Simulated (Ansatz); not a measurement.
## Sensitivity of the G0W0 gap of GaCuSe2 (I-42d)

Aim: change settings of a G0W0 run on GaCuSe2 (I-42d) and see what moves.

Method: G0W0 on PBE, plane waves, PAW; PAW set soft_1, in Ansatz 0.2.0.

Report form: the programs' logs are mostly left out.

In doubt: one-shot GW on d or f shells is unsure, so the values of those runs are not to be relied on.

### Step 1. The starting structure

The structure is tetragonal, space group I-42d (No. 122). Conventional cell: a = 5.619 Å, b = 5.619 Å, c = 11.026 Å, α = 90.00°, β = 90.00°, γ = 90.00°. Nearest to Ga lie 4 Se at 2.42 Å. Nearest to Cu lie 4 Se at 2.42 Å. Se has 2 Ga at 2.42 Å and 2 Cu at 2.42 Å nearest. Farther neighbours and most contacts between anions are not listed.

The cell and positions come from the Crystallography Open Database and are kept as given unless a step says otherwise.

### Step 2. The base run: 4×4×4 mesh, 395 empty bands, screening to 100 eV, PAW set soft_1 files

Now the one-shot GW correction: screening in the RPA, then the self-energy of the levels asked for. This step takes PAW set soft_1 files.

input.yaml

```yaml
crystal:
  lattice:
    - [-2.80955, 2.80955, 5.513]
    - [2.80955, -2.80955, 5.513]
    - [2.80955, 2.80955, -5.513]
  atoms:
    - { symbol: Ga, position: [0.5, 0.5, 0.0] }
    - { symbol: Ga, position: [0.25, 0.75, 0.5] }
    - { symbol: Cu, position: [0.0, 0.0, 0.0] }
    - { symbol: Cu, position: [0.75, 0.25, 0.5] }
    - { symbol: Se, position: [0.375, 0.37562, 0.50062] }
    - { symbol: Se, position: [0.62438, 0.125, 0.99938] }
    - { symbol: Se, position: [0.875, 0.87438, 0.49938] }
    - { symbol: Se, position: [0.12562, 0.625, 0.00062] }
kpoints:
  mp_grid: { grid: [4, 4, 4] }
hamiltonian:
  xc: pbe
  pseudopotentials: { kind: paw, azcp: { folder: soft_1 } }
scf:
  occupations: { method: fixed }
gw:
  n_empty_bands: 395
  ecut_chi: 100
  qp_bands: [v2, c2]
  qp_kpoints: band_edges
  screening: { model: contour_deformation }
```

The run is started by

```sh
ansatz run input.yaml --threads 2 --pin off --max-ram 92160MiB --backend cuda --events-out ev --progress --plain --runs-dir out --devices 1 --max-vram 13GiB
```

The job ended after 51 s (1 × NVIDIA H100 80GB HBM3 (shared by 6 runs) with 2 threads of AMD EPYC 7R13 (Zen 3), shared host; peak memory 2 GiB).

Numbers from this step:

```
bands summed                                 : 459
RPA ε∞ on this mesh (eigenvalues)            : 45.69, 45.69, 136.1
plane waves in the screening matrix          : 405
q-points in the mesh                         : 64
G0W0 gap on the mesh                         : 0.7952 eV
k of the valence top                         : 0, 0, 0
k of the conduction bottom                   : 0, 0, 0
starting gap on the mesh                     : 0.2316 eV
Z at the valence top                         : 0.6667
Z at the conduction bottom                   : 0.7271
least direct G0W0 gap on the computed points : 0.7952 eV
```

The gap on the mesh goes from 0.23 eV to 0.80 eV, a correction of +0.56 eV. Between the two edge states, bare exchange in place of the xc potential would open the gap by 8.64 eV, and correlation takes back 8.08 eV.

### Step 3. Variant: potentials

Other atomic data (norm-conserving) test the pseudisation: the cutoff goes from 420 to 1251.72 eV, with the same valence electrons.

This step: G0W0 on PBE, plane waves, norm-conserving pseudopotentials.

Changes to input.yaml since step 2:

```diff
@@ -18,3 +18,3 @@
   xc: pbe
-  pseudopotentials: { kind: paw, azcp: { folder: soft_1 } }
+  pseudopotentials: { kind: nc }
 scf:
```

Elapsed: 1.7 min, on 1 × NVIDIA H100 80GB HBM3 (shared by 6 runs) with 2 threads; peak memory 3.7 GiB; 2.5 min of CPU time.

The G0W0 gap on the mesh is 0.810 eV.

Against the base:

```csv
setting,base,variant
files,PAW set soft_1,norm-conserving
```

```csv
quantity,variant,base
starting gap on the mesh,0.232,0.232
G0W0 gap on the mesh,0.810,0.795
least direct G0W0 gap on the computed points,0.810,0.795
Z at the valence top,0.667,0.667
Z at the conduction bottom,0.727,0.727
```

### Step 4. Variant: potentials

This step: G0W0 on PBE, plane waves, PAW.

Changes to input.yaml since step 3:

```diff
@@ -18,3 +18,3 @@
   xc: pbe
-  pseudopotentials: { kind: nc }
+  pseudopotentials: { kind: paw, source: ansatz }
 scf:
```

Wall time 2.1 min (1 × NVIDIA H100 80GB HBM3 (shared by 6 runs) with 2 threads); peak memory 3.4 GiB; 2.9 min of CPU time.

The G0W0 gap on the mesh is 0.804 eV.

Against the base:

```csv
setting,base,variant
files,PAW set soft_1,hard PAW
```

```csv
quantity,variant,base
starting gap on the mesh,0.235,0.232
G0W0 gap on the mesh,0.804,0.795
least direct G0W0 gap on the computed points,0.804,0.795
Z at the valence top,0.667,0.667
Z at the conduction bottom,0.727,0.727
```

### Step 5. Variant: frequency model

A plasmon pole stands in for the full frequency dependence of the screening; this run shows what that costs in accuracy.

This step: G0W0 on PBE, plane waves, PAW; PAW set soft_1.

Changes to input.yaml since step 4:

```diff
@@ -18,3 +18,3 @@
   xc: pbe
-  pseudopotentials: { kind: paw, source: ansatz }
+  pseudopotentials: { kind: paw, azcp: { folder: soft_1 } }
 scf:
@@ -26,2 +26,2 @@
   qp_kpoints: band_edges
-  screening: { model: contour_deformation }
+  screening: { model: godby_needs }
```

Wall time 70 s (1 × NVIDIA H100 80GB HBM3 (shared by 6 runs) with 2 threads); peak memory 2.7 GiB.

The G0W0 gap on the mesh is 0.818 eV.

Against the base:

```csv
setting,base,variant
frequency model,contour deformation,plasmon pole
```

```csv
quantity,variant,base
starting gap on the mesh,0.232,0.232
G0W0 gap on the mesh,0.818,0.795
least direct G0W0 gap on the computed points,0.818,0.795
Z at the valence top,0.754,0.667
Z at the conduction bottom,0.803,0.727
```

### Step 6. Summary of results

```json
{"base": "0.80 eV, 51 s", "potentials": "0.80 eV, 2.1 min", "frequency model": "0.82 eV, 70 s"}
```

In words: Potentials: the gap moves by +0.01 eV and the time by a factor of 2.1 (the plane-wave cutoff goes from 420 to 1251.72 eV). Potentials: the gap moves by +0.01 eV and the time by a factor of 2.5 (the plane-wave cutoff goes from 420 to 1020 eV). Frequency model: the gap moves by +0.02 eV. All runs here use a coarse mesh and modest cutoffs; they test settings and are not final values. The 4×4×4 mesh is coarse for this cell (its supercell is 27 Å along the shortest edge). The RPA ε∞ on it, from the PBE start, is 45.69 and 136.08; such meshes misread the long-range screening, most where the gap is narrow. The RPA ε∞ on this mesh reaches over 25; with a narrow direct gap a coarse mesh can overstate it, and the correction is then too small. A d shell, filled or nearly so, lies near the gap. One-shot GW converges very slowly in bands there, not always from below, and on a semilocal start the gap tends to come out low; starts rich in exact exchange can overshoot instead. The many-body steps are scalar-relativistic: spin-orbit coupling is not in them.

[Paths, hosts, dates, memory and timing lines, banners, echoed tables and standing remarks are left out of the program output.]

[Logs are printed without paths, hosts, clocks, repeated set-up lines and the standing remarks that a program may print on its own settings, such as how far it seeks lower states.]

[Runs of the session that timed out or met a known fault of the program may be left out.]

[Cells called generated may have been cut or substituted from an entry of the Crystallography Open Database or the Materials Project.]

[Hosts, paths, dates, database ids (printed as entryN), source tags and the programs' standing remarks are cut or masked in the printed files.]
